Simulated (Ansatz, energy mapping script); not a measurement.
# ScNiO2 in the infinite layer structure: J from the energies of magnetic orders

Wanted: the magnetic order of ScNiO2 in the infinite layer structure, its couplings and an estimate of its ordering temperature, by PBE+U (6 eV).

Method: PBE with U = 6 eV on Ni d, ortho-atomic projectors; plane waves, U on orthogonalised atomic orbitals unless named otherwise, collinear spin, no spin–orbit coupling, in Ansatz 0.2.0.

**1. Set-up**

The structure is tetragonal, space group P4/mmm (No. 123). The conventional cell has a = 3.831 Å, b = 3.831 Å, c = 2.882 Å, α = 90.00°, β = 90.00°, γ = 90.00°. Sc has 8 O at 2.40 Å nearest. Nearest to Ni lie 4 O at 1.92 Å. Nearest to O lie 2 Ni at 1.92 Å and 4 Sc at 2.40 Å. infinite layer prototype, lattice guessed from radii. Farther neighbours and most contacts between anions are not listed.

This cell was built for the study (infinite layer prototype, lattice guessed from radii), not taken from an experiment; the compound need not form in this structure.

The cell was relaxed beforehand in Ansatz under PBE with U = 6 eV on Ni d, ortho-atomic projectors, from parallel moments.

A Hubbard U penalises fractional filling of the shell. It raises the cost of virtual hops to the neighbours, so couplings that rest on such hops usually weaken.

**2. Probe run**

One run in the crystal's own cell, under PBE with U = 5.4 eV on Ni d, ortho-atomic projectors, shows which elements keep a moment. Transition or f elements with 0.3 μB or more enter the spin model; moments induced on other atoms do not.

input.yaml

```yaml
crystal:
  lattice:
    - [3.830613561, 0.0, 0.0]
    - [0.0, 3.830613561, 0.0]
    - [0.0, 0.0, 2.882333349]
  atoms:
    - { symbol: Sc, position: [0.5, 0.5, 0.5] }
    - { symbol: Ni, position: [0.0, 0.0, 0.0], spin: 2.0 }
    - { symbol: O, position: [0.5, 0.0, 0.0] }
    - { symbol: O, position: [0.0, 0.5, 0.0] }
magnetization:
  spin_polarized: true
kpoints:
  mp_grid: { grid: [7, 7, 9] }
hamiltonian:
  xc: pbe
  hubbard:
    sites: [{ species: Ni, l: d, u_eff: 5.4 }]
    projectors: ortho-atomic
scf:
  occupations: { method: fermi_dirac, width: 0.05 }
output:
  eigenvalues: true
```

Command:

```console
$ ansatz run input.yaml --threads 4 --pin off --max-ram 8192MiB --backend cpu --events-out ev --progress --plain --runs-dir out
```

Numbers of over 12 decimals in the logs are rounded to 6 here.

The log of the run:

```text
Engine: ansatz 0.2.0, aarch64-unknown-linux-gnu
Pseudopotentials: kind: paw
Pseudopotential: Sc, paw, valence charge 11, recommended cutoff 420 eV (normal), Sc.paw.azcp
Pseudopotential: Ni, paw, valence charge 18, recommended cutoff 420 eV (normal), Ni.paw.azcp
Pseudopotential: O, paw, valence charge 6, recommended cutoff 420 eV (normal), O.paw.azcp
Functional definition: PBE
  parameter kappa = 0.804
  parameter beta = 0.066725
  exchange = pbe_x(kappa = kappa, mu = beta*pi^2/3)
  correlation = pbe_c(beta = beta)
Crystal: 4 atoms, lattice volume = 42.294 Å³
Basis set: ecut = 420 eV, 809 PW (Γ)
Bands: 26, of which v1, the nominal top of the filled ones, is band 21 counted from 1 (20 counted from 0)
Symmetry: 16 space group operations
Space group: P4/mmm (ITA 123), of the structure as read, at distance tolerance 3.5e-5 Å
Magnetic group: BNS 123.339 (UNI 999), of the structure as read, at distance tolerance 3.5e-5 Å
k-points: 50 of 441
Non-local potential: Sc, projectors of the file, l = 0: 3, l = 1: 2, l = 2: 3, l = 3: 1
Non-local potential: Ni, projectors of the file, l = 0: 3, l = 1: 2, l = 2: 3, l = 3: 1
Non-local potential: O, projectors of the file, l = 0: 2, l = 1: 2, l = 2: 1
PAW form: soft (Blöchl's): semilocal exchange-correlation on the pseudo side does not see the compensation charge
PAW one-centre angular grid: Sc, 590 points (default); XC on 64 Gauss nodes
PAW one-centre angular grid: Ni, 590 points (default); XC on 64 Gauss nodes
PAW one-centre angular grid: O, 110 points (default); XC on 64 Gauss nodes
Initial density: superposition of atomic densities (chi_scale 0.1, normalization cell, long waves kept (reshape's long-wave potential 0.00 eV rms))
Starting moments: Σ|m| = 2 μB on 1 of 4 sites
Initial wavefunctions: pseudopotential atomic-orbital guess
Functional: x = pbe(κ = 0.804, μ = 0.219515), c = pbe(β = 0.066725)
SCF iter   1: F=—  HF=-9113.661831 eV  |F-HF|=—  |Δ(HF+E_count)|=         —  Δρ=2.56e-1 (↑5.27e-2 ↓2.56e-1)  dr2=2.72e1  dr2_m=5.11e0  M=0.359 μB ∫|m|=0.436 μB  β_m=0.30  ethr=3.10e-3  ⟨swp⟩=4.6  Hψ=8939  notcnv=0
preconditioner: auto → Kerker (q_TF=auto, 2.714 Å⁻¹)  [metal: Δε(μ)=0.088 eV  Ē_g=13.923 eV  σ=0.050 eV  W_gap=0.41  n_scr=10 (ndim 8)  ℏωp=31.8 eV  f_vac=0.000  D(μ)=0.39/eV (n_scr^D=0)]
spin=Collinear: Kerker preconditioning applied to the charge; magnetization (m = ρ↑ − ρ↓) channel mixes plain (no charge-response kernel on spin).
SCF iter   2: F=—  HF=-9110.456214 eV  |F-HF|=—  |Δ(HF+E_count)|=    3.21e0  Δρ=7.15e-2 (↑4.50e-2 ↓7.15e-2)  dr2=1.17e0  dr2_m=9.65e-1  M=0.705 μB ∫|m|=0.883 μB  β_m=0.30  ethr=3.10e-3  ⟨swp⟩=3.0  Hψ=6505  notcnv=0  defer=88
[...]
SCF iter   8: F=—  HF=-9111.311687 eV  |F-HF|=—  |Δ(HF+E_count)|=   8.98e-2  Δρ=7.74e-3 (↑5.61e-3 ↓7.74e-3)  dr2=4.43e-2  dr2_m=1.13e-3  M=0.759 μB ∫|m|=0.891 μB  β_m=0.52  ethr=3.38e-5  ⟨swp⟩=2.8  Hψ=5331  notcnv=0  defer=68
SCF iter   9: F=—  HF=-9111.305104 eV  |F-HF|=—  |Δ(HF+E_count)|=   6.58e-3  Δρ=2.58e-3 (↑9.89e-4 ↓2.58e-3)  dr2=9.56e-4  dr2_m=1.05e-3  M=0.750 μB ∫|m|=0.892 μB  β_m=0.76  ethr=3.38e-5  ⟨swp⟩=2.1  Hψ=5591  notcnv=0  defer=68
[...]
SCF 1 converged in 16 iterations: F = -9111.305895 eV  dr2 = 4.88e-10
[...]
Symmetry: 1 space group operations
k-points: 221 of 441 (time reversal used)
[...]
spin=Collinear: Kerker preconditioning applied to the charge; magnetization (m = ρ↑ − ρ↓) channel mixes plain (no charge-response kernel on spin).
[...]
SCF 2 converged in 15 iterations: F = -9111.305895 eV  dr2 = 1.29e-8
an SCF from ferromagnetic starting moments (0.00, 2.00, 0.00, 0.00 Bohr magnetons, atom by atom) closed no lower than the state that the run had reached (+0.00 meV in free energy), which stands; the SCF set out from the atoms and, under a Hubbard term, can stand on another filling of the shells than the run's state, so that by this SCF it is not known whether that order lies lower
SCF converged after 16 iterations
Magnetization: 0.7553 μB (20.8777 up, 20.1223 down)
Absolute magnetization: 0.8780 μB (∫|ρ↑−ρ↓|, with the PAW one-centre terms)
Spin contamination: 0.0472 ħ² per cell (⟨S²⟩ above its minimum at these occupations)
Per-site moments (μB) at R_I (Å): [(-0.0026588, 0.988741), (0.755105, 0.790064), (-0.011464, 0.790064), (-0.011464, 0.790064)]
Free energy (F): -9111.305895 eV
Harris-Foulkes:  -9111.305895 eV  (|F-HF|=5.25e-9)
Internal energy: -9111.298792 eV  (E = F + TS)
E sigma→0 (E₀):  -9111.302344 eV
Entropy (-TS):   -0.007103 eV (-1.776 meV/atom)
Fermi energy:    13.695129 eV
--- Per-component energies (eV) ---
  E_band       = -461.167876
  E_kinetic    = 894.699463
  E_local      = -5473.840527  (includes V_loc(G=0)·N_el)
  E_nonlocal   = 823.893743
  E_hartree    = 2233.165883
  E_xc         = -336.989507
  E_vxc        = -427.301244  (∫ρ·V_xc dr)
  E_hubbard    = 1.414003  (on-site DFT+U / exact-exchange correction)
  E_vhub       = -20.805324  (the Hubbard potential's part of the band-sum identity)
  E_paw        = -2907.881913  (= ΣΔE_a)
  E_vpaw       = -724.150893  (= ΣTr[D̂ρ^β])
  E_aug_tail   = 0.005270  (compensation charges beyond the density's cutoff)
  E_ewald      = -4345.765205
  E_smearing   = -0.007103  (= −TS)
  E_closure    = 0.000000  (closes the sum)
  Σ components = -9111.305895   (vs F -9111.305895, Δ=0.00e0)
--- Band table (eV; the first three rows and the last of 100) ---
  k-point 0 ↑: bands = [... 17 lower, 10.4855, 10.4958, 10.4958, 10.9802, 12.7299, 15.3258, 15.5155, 15.6171, ... 1 higher]
  k-point 1 ↑: bands = [... 17 lower, 10.4373, 10.4803, 10.4803, 10.6232, 13.1303, 15.3377, 15.8686, 15.9340, ... 1 higher]
  k-point 2 ↑: bands = [... 17 lower, 10.3892, 10.3892, 10.5398, 10.8461, 14.1928, 15.3687, 16.5415, 16.6328, ... 1 higher]
  k-point 49 ↓: bands = [... 17 lower, 11.8605, 12.0619, 12.7572, 13.7776, 15.2069, 15.2922, 15.8548, 16.4784, ... 1 higher]
Occupation matrices written to <dir>
```

Run time: 24 s. Hardware: 4 threads of Arm Neoverse V2, shared host; peak memory 0.8 GiB.

Spin moment in the sphere by atom:

| atom | spin moment in the sphere (μB) |
| --- | --- |
| Sc1 | -0.003 |
| Ni2 | 0.755 |
| O3 | -0.011 |
| O4 | -0.011 |

The run ends ferromagnetic; Ni carries the moments.

**3. A run to fix the orbital filling**

A corrected shell can settle in several orbital fillings. One parallel run, with an occupation width a fifth wider than the orders use, therefore is to supply the occupation matrices. All orders start from them.

input.yaml, the sections that differ from step 2:

```yaml
kpoints:
  mp_grid: { grid: [10, 10, 12] }
hamiltonian:
  xc: pbe
  hubbard:
    sites: [{ species: Ni, l: d, u_eff: 6.0 }]
    projectors: ortho-atomic
scf:
  occupations: { method: fermi_dirac, width: 0.06 }
# crystal, magnetization, output: as in step 2
```

The log of the run:

```text
[...]
Crystal: 4 atoms, lattice volume = 42.294 Å³
Basis set: ecut = 420 eV, 809 PW (Γ)
Bands: 26, of which v1, the nominal top of the filled ones, is band 21 counted from 1 (20 counted from 0)
Symmetry: 16 space group operations
[...]
k-points: 147 of 1200
[...]
Starting moments: Σ|m| = 2 μB on 1 of 4 sites
[...]
SCF iter   1: F=—  HF=-9113.370382 eV  |F-HF|=—  |Δ(HF+E_count)|=         —  Δρ=2.57e-1 (↑5.27e-2 ↓2.57e-1)  dr2=2.76e1  dr2_m=5.08e0  M=0.387 μB ∫|m|=0.463 μB  β_m=0.30  ethr=3.10e-3  ⟨swp⟩=4.5  Hψ=26178  notcnv=0
[...]
SCF iter  17: F=-9111.152679 eV  HF=-9111.152679 eV  |F-HF|=2.40e-10  |Δ(HF+E_count)|=   3.24e-8  Δρ=2.36e-6 (↑1.60e-6 ↓2.36e-6)  dr2=2.52e-9  dr2_m=9.07e-10  M=0.760 μB ∫|m|=0.902 μB  ethr=1.93e-11  ⟨swp⟩=1.3  Hψ=21552  notcnv=0
SCF 1 converged in 17 iterations: F = -9111.152679 eV  dr2 = 2.52e-9
[...]
Symmetry: 1 space group operations
k-points: 604 of 1200 (time reversal used)
[...]
SCF 2 converged in 16 iterations: F = -9111.152679 eV  dr2 = 1.43e-9
[...]
the search or the solves at the SCF's close seem to have found levels that the self-consistency loop had missed (the run counts 1). By its estimate they hold under 1e-12 electrons; where the run keeps them, the occupations were computed again with them
SCF converged after 17 iterations
Magnetization: 0.7598 μB (20.8799 up, 20.1201 down)
Absolute magnetization: 0.9026 μB (∫|ρ↑−ρ↓|, with the PAW one-centre terms)
[...]
Per-site moments (μB) at R_I (Å): [(-0.00531235, 0.988741), (0.768611, 0.790064), (-0.013710, 0.790064), (-0.013710, 0.790064)]
Free energy (F): -9111.152679 eV
[...]
Internal energy: -9111.143237 eV  (E = F + TS)
E sigma→0 (E₀):  -9111.147958 eV
Entropy (-TS):   -0.009442 eV (-2.360 meV/atom)
Fermi energy:    13.629466 eV
[...]
--- Band table (eV; the first three rows and the last of 294) ---
  k-point 0 ↑: bands = [... 17 lower, 10.3249, 10.3327, 10.3327, 10.9857, 12.6818, 15.2857, 15.4730, 15.6204, ... 1 higher]
  k-point 1 ↑: bands = [... 17 lower, 10.3092, 10.3806, 10.3806, 10.7331, 12.9125, 15.2927, 15.6851, 15.8068, ... 1 higher]
  k-point 2 ↑: bands = [... 17 lower, 10.3626, 10.3626, 10.4004, 10.5344, 13.5505, 15.3120, 16.1609, 16.2896, ... 1 higher]
  k-point 146 ↓: bands = [... 17 lower, 12.0376, 12.0376, 12.9415, 13.0928, 15.0253, 15.0253, 15.6409, 16.4591, ... 1 higher]
Occupation matrices written to <dir>
```

It took 80 s on 4 threads; peak memory 1.5 GiB; 5 min of CPU time.

Numbers from this step:

```yaml
final_state: ferromagnetic
electrons_in_the_corrected_shells: 8.763 e
largest_moment: 0.769 μB
```

**4. Order 1: parallel, cell A of 8 atoms**

Each cell gets its own parallel run on the same mesh, so that most of the mesh error cancels in the differences.

input.yaml

```yaml
crystal:
  lattice:
    - [3.830613561, 0.0, 0.0]
    - [0.0, 3.830613561, 0.0]
    - [0.0, 0.0, 5.764666698]
  atoms:
    - { symbol: Sc, position: [0.5, 0.5, 0.25] }
    - { symbol: Sc, position: [0.5, 0.5, 0.75] }
    - { symbol: Ni, position: [0.0, 0.0, 0.0], spin: 2.0 }
    - { symbol: Ni, position: [0.0, 0.0, 0.5], spin: 2.0 }
    - { symbol: O, position: [0.5, 0.0, 0.0] }
    - { symbol: O, position: [0.5, 0.0, 0.5] }
    - { symbol: O, position: [0.0, 0.5, 0.0] }
    - { symbol: O, position: [0.0, 0.5, 0.5] }
magnetization:
  spin_polarized: true
kpoints:
  mp_grid: { grid: [10, 10, 6] }
hamiltonian:
  xc: pbe
  hubbard:
    sites:
      - { species: Ni, l: d, u_eff: 6.0 }
      - { site: 2, l: d, u_eff: 6.0, starting_ns: [{ spin: up, occupation_matrix: ni2_major }, { spin: down, occupation_matrix: ni2_minor }] }
      - { site: 3, l: d, u_eff: 6.0, starting_ns: [{ spin: up, occupation_matrix: ni2_major }, { spin: down, occupation_matrix: ni2_minor }] }
    projectors: ortho-atomic
    occupation_matrices:
      ni2_major:
        matrix:
          - [0.93, 0.0, 0.0, 0.0, 0.0]
          - [0.0, 0.981, 0.0, 0.0, 0.0]
          - [0.0, 0.0, 0.981, 0.0, 0.0]
          - [0.0, 0.0, 0.0, 0.893, 0.0]
          - [0.0, 0.0, 0.0, 0.0, 0.985]
      ni2_minor:
        matrix:
          - [0.901, 0.0, 0.0, 0.0, 0.0]
          - [0.0, 0.975, 0.0, 0.0, 0.0]
          - [0.0, 0.0, 0.975, 0.0, 0.0]
          - [0.0, 0.0, 0.0, 0.159, 0.0]
          - [0.0, 0.0, 0.0, 0.0, 0.982]
scf:
  occupations: { method: fermi_dirac, width: 0.05 }
output:
  eigenvalues: true
  write_density: true
  write_potential: true
  elf: true
  volumetric_format: npy
```

The log of the run:

```text
[...]
Crystal: 8 atoms, lattice volume = 84.588 Å³
Basis set: ecut = 420 eV, 1651 PW (Γ)
Bands: 52, of which v1, the nominal top of the filled ones, is band 41 counted from 1 (40 counted from 0)
Symmetry: 32 space group operations
[...]
k-points: 84 of 600
[...]
Starting moments: Σ|m| = 4 μB on 2 of 8 sites
[...]
SCF iter   1: F=—  HF=-18228.902387 eV  |F-HF|=—  |Δ(HF+E_count)|=         —  Δρ=2.19e-1 (↑4.78e-2 ↓2.19e-1)  dr2=4.04e1  dr2_m=6.79e0  M=1.448 μB ∫|m|=1.481 μB  β_m=0.30  ethr=3.10e-3  ⟨swp⟩=5.9  Hψ=27053  notcnv=0
[...]
SCF iter  15: F=-18222.302463 eV  HF=-18222.302463 eV  |F-HF|=1.82e-10  |Δ(HF+E_count)|=   6.65e-9  Δρ=9.22e-7 (↑6.38e-7 ↓9.22e-7)  dr2=4.91e-10  dr2_m=3.85e-10  M=1.520 μB ∫|m|=1.805 μB  ethr=9.45e-11  ⟨swp⟩=1.1  Hψ=19598  notcnv=0
SCF 1 converged in 15 iterations: F = -18222.302463 eV  dr2 = 4.91e-10
[...]
SCF converged after 15 iterations
an eigenvalue changed by more than its tolerance at an iteration that met the thresholds in force, so the SCF went on 1 time: the last check found none over its tolerance
Magnetization: 1.5203 μB (41.7601 up, 40.2399 down)
Absolute magnetization: 1.8059 μB (∫|ρ↑−ρ↓|, with the PAW one-centre terms)
[...]
Per-site moments (μB) at R_I (Å): [(-0.00526671, 0.988741), (-0.00526671, 0.988741), (0.768848, 0.790064), (0.768848, 0.790064), (-0.013687, 0.790064), (-0.013687, 0.790064), (-0.013687, 0.790064), (-0.013687, 0.790064)]
Free energy (F): -18222.302463 eV
[...]
Internal energy: -18222.289268 eV  (E = F + TS)
E sigma→0 (E₀):  -18222.295866 eV
Entropy (-TS):   -0.013195 eV (-1.649 meV/atom)
Fermi energy:    13.629757 eV
[...]
--- Specified on-site occupations, and those of the state reported ---
  electrons in the specified blocks: 17.5240 specified, 17.5253 found
  site 2 (l=d) ↓: largest change of an orbital's occupation 0.0005; electrons 3.9920 specified, 3.9924 found; spectral distance 0.0010
[...]
site 2 (l=d) ↑: largest change of an orbital's occupation 0.0002; electrons 4.7700 specified, 4.7703 found; spectral distance 0.0004
[...]
--- Band table (eV; the first three rows and the last of 168) ---
  k-point 0 ↑: bands = [... 37 lower, 10.3327, 10.3327, 10.3807, 10.9857, 11.5183, 12.6807, 15.2852, 15.3972, ... 7 higher]
  k-point 1 ↑: bands = [... 37 lower, 10.3793, 10.3809, 10.3809, 10.7330, 11.4245, 12.9115, 15.2922, 15.3891, ... 7 higher]
  k-point 2 ↑: bands = [... 37 lower, 10.3628, 10.3762, 10.4002, 10.5348, 11.1740, 13.5495, 15.3115, 15.3674, ... 7 higher]
  k-point 83 ↓: bands = [... 37 lower, 12.1736, 12.1736, 12.1736, 15.2822, 15.2822, 15.3181, 15.3181, 15.8996, ... 7 higher]
Occupation matrices written to <dir>
```

Run time: 19 s. Hardware: 4 threads; peak memory 0.9 GiB.

Spin moment in the sphere by atom:

| atom | spin moment in the sphere (μB) |
| --- | --- |
| Sc1 | -0.005 |
| Sc2 | -0.005 |
| Ni3 | 0.769 |
| Ni4 | 0.769 |
| O5 | -0.014 |
| O6 | -0.014 |
| O7 | -0.014 |
| O8 | -0.014 |

The run ends ferromagnetic.

Spin density in the ac plane at fractional y = 0.000, with atoms of Ni and O within 0.2 Å of it.

Ten even steps from '0' (-0.1 e/Å³) to '9' (2.6 e/Å³), each cell a mean:
```
33100000000023
00000000000000
00000000000000
00000000000000
00000000000000
00000000000000
00000000000000
00000000000000
00000000000000
65200000000035
86200000000147
01100000000011
00000000000000
00000000000000
00000000000000
00000000000000
00000000000000
00000000000000
00000000000000
22100000000012
97300000000148
```
Columns run along a (3.8 Å), rows up along c (5.8 Å). Atoms in or near the plane, at fractional coordinates: Ni at (0.00, 0.00), Ni at (0.00, 0.50), O at (0.50, 0.00), O at (0.50, 0.50).

ELF in the ac plane at fractional y = 0.000, with atoms of Ni and O within 0.2 Å of it. It is the smooth field of the valence electrons, not physical close to the nuclei.

Ten even steps from '0' (0.07) to '9' (0.81), each cell a mean:
```
64105986893025
33104999982023
22102689851012
11100234310011
11000000000011
11000000000011
11101355521011
22103799862012
43105999983024
75206975894035
75206964794036
54105998983024
32103899972022
11101467631011
11100111100011
11000000000011
11100123210011
21102578741011
33104899972023
54105987993025
85206963794036
```
Columns run along a (3.8 Å), rows up along c (5.8 Å). Atoms in or near the plane, at fractional coordinates: Ni at (0.00, 0.00), Ni at (0.00, 0.50), O at (0.50, 0.00), O at (0.50, 0.50).

(Continued in part 2 of 3.)

[Logs and program files are shortened in this print: banners, set-up blocks, solver, clock and traceback lines can be left out without a mark of their own.]

[Logs are printed without paths, hosts, clocks, repeated set-up lines and the standing remarks that a program may print on its own settings, such as how far it seeks lower states.]

[Hosts, paths, dates, database ids (printed as entryN), source tags and the programs' standing remarks are cut or masked in the printed files.]

[Where a cell is said to come from a database of computed structures, the database is the Materials Project.]
